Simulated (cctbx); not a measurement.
**TlCu3: solution and refinement**

Cell a = 5.9380 Å, b = 5.9380 Å, c = 4.7600 Å, α = 90.00°, β = 90.00°, γ = 120.00°; space group P6_3/mmc (no. 194); content Tl2 Cu6.

The data are simulated with cctbx, not measured: Cu Kα, λ = 1.54184 Å, to d = 0.8 Å, 70 % of the full sphere, strongest reflection 70000 counts, noise from counting, a 6 % proportional error and a noise floor of 8 counts (s.d.); no absorption.

Charge flipping in P1 on plain amplitudes to 0.8 Å, δ = 1 σ, 20 % of the reflections treated as weak, 100 cycles:

```text
cycle      R  skewness
    0  0.471     0.59
    8  0.382     3.17
   16  0.310     5.41
   24  0.270     5.31
   32  0.243     5.27
   40  0.233     4.99
   48  0.226     5.05
   56  0.223     4.98
   64  0.246     5.03
   72  0.229     5.14
   80  0.226     4.95
   88  0.240     4.94
   96  0.215     5.02
origin shift          correlation  skewness
 0.003  0.988  0.273      0.970      6.14
 0.502  0.989  0.273      0.968      3.68
 0.905  0.381  0.171      0.863      0.64
 0.576  0.931  0.440      0.920      0.85
taken: symmetry correlation 0.970, skewness 6.14
peak      x       y       z  mult  height/sigma
Q1    0.3333  0.6667  0.2500    2     17.9
Q2    0.1647  0.3293  0.7500    6      6.5
Q3    0.2766  0.5532  0.0004   12      1.8
Q4    0.0000  0.0000  0.0000    2      1.1
Q5    0.1479  0.4790  0.1301   24      1.0
Q6    0.0985  0.3647  0.5392   24      1.0
Q7    0.0975  0.5487  0.5623   12      1.0
```

The origin is taken among those within 0.04 of the best correlation, by the skewness of the map.

Run time: 0.43 s on 1 thread of Arm Neoverse V2, on a shared host, peak memory 0.07 GiB.

Q: Assign the peaks.

Heights go roughly as Z and multiplicities must add up to the content. First model: Q1 = Tl1 (2 in the cell, height 17.9) and Q2 = Cu1 (6 in the cell, height 6.5). Against the true structure, Q1 is Tl and Q2 is Cu; the other peaks are not atoms.

Least squares on F², isotropic:

```text
Rint 0.047, 72 unique reflections to 0.81 A
cycle     R1     wR2    GooF  max shift (A)
   1  0.1101  0.3282  15.585   0.05574
   2  0.0127  0.0188   0.895   0.00000
final R1 0.0127 wR2 0.0188 GooF 0.895  parameters 3  data/parameter 24.0
atom        x        y        z      Ueq    occ   su(xyz)  su(Uiso or U11)
Tl1    0.33333  0.66667  0.25000   0.0081  1.000  0.00000  0.0001
Cu1    0.15923  0.31846  0.75000   0.0119  1.000  0.00009  0.0002
difference map: max 0.60 min -0.93 rms 0.25
Q1    0.0836  0.1673  0.7500    6    0.61  0.78 A from Cu1
Q2    0.2378  0.4756  0.7500    6    0.53  0.81 A from Cu1
Q3    0.2087  0.6043  0.1047   12    0.44  0.94 A from Tl1
Q4    0.1307  0.5653  0.7500    6    0.44  1.56 A from Cu1
Q5    0.1730  0.5087  0.2500   12    0.40  0.95 A from Tl1
```

Anisotropic refinement:

```text
Rint 0.047, 72 unique reflections to 0.81 A
cycle     R1     wR2    GooF  max shift (A)
   1  0.0128  0.0189   0.916   0.00004
   2  0.0126  0.0178   0.863   0.00000
final R1 0.0126 wR2 0.0178 GooF 0.863  parameters 6  data/parameter 12.0
atom        x        y        z      Ueq    occ   su(xyz)  su(Uiso or U11)
Tl1    0.33333  0.66667  0.25000   0.0081  1.000  0.00000  0.0002
Cu1    0.15923  0.31847  0.75000   0.0119  1.000  0.00009  0.0003
difference map: max 0.57 min -0.90 rms 0.25
Q1    0.0767  0.1534  0.7500    6    0.58  0.85 A from Cu1
Q2    0.2441  0.4882  0.7500    6    0.51  0.87 A from Cu1
Q3    0.2085  0.6042  0.1068   12    0.44  0.94 A from Tl1
Q4    0.1311  0.5655  0.7500    6    0.42  1.56 A from Cu1
Q5    0.0353  0.3370  0.7500   12    0.40  0.80 A from Cu1
Q6    0.1572  0.4978  0.2500   12    0.39  1.02 A from Tl1
```

**Reading.** The refinement ends at R1 = 0.0126, wR2 = 0.0178, GooF = 0.86, with difference density between -0.90 and 0.57 e/Å³. Every site matches the true model in element, within 0.001 Å r.m.s., up to an allowed shift of origin.

True model:

```
atom  mult.       x       y    z  Ueq (Å²)
 Tl1      2     2/3     1/3  1/4    0.0078
 Cu1      6  0.3183  0.1592  3/4    0.0117
```

This is a model crystal, built by substitution and not relaxed, with assumed displacement parameters.

[Middle refinement cycles are left out of these outputs.]

[Logs are printed without paths, hosts, clocks, repeated set-up lines and the standing remarks that a program may print on its own settings, such as how far it seeks lower states.]
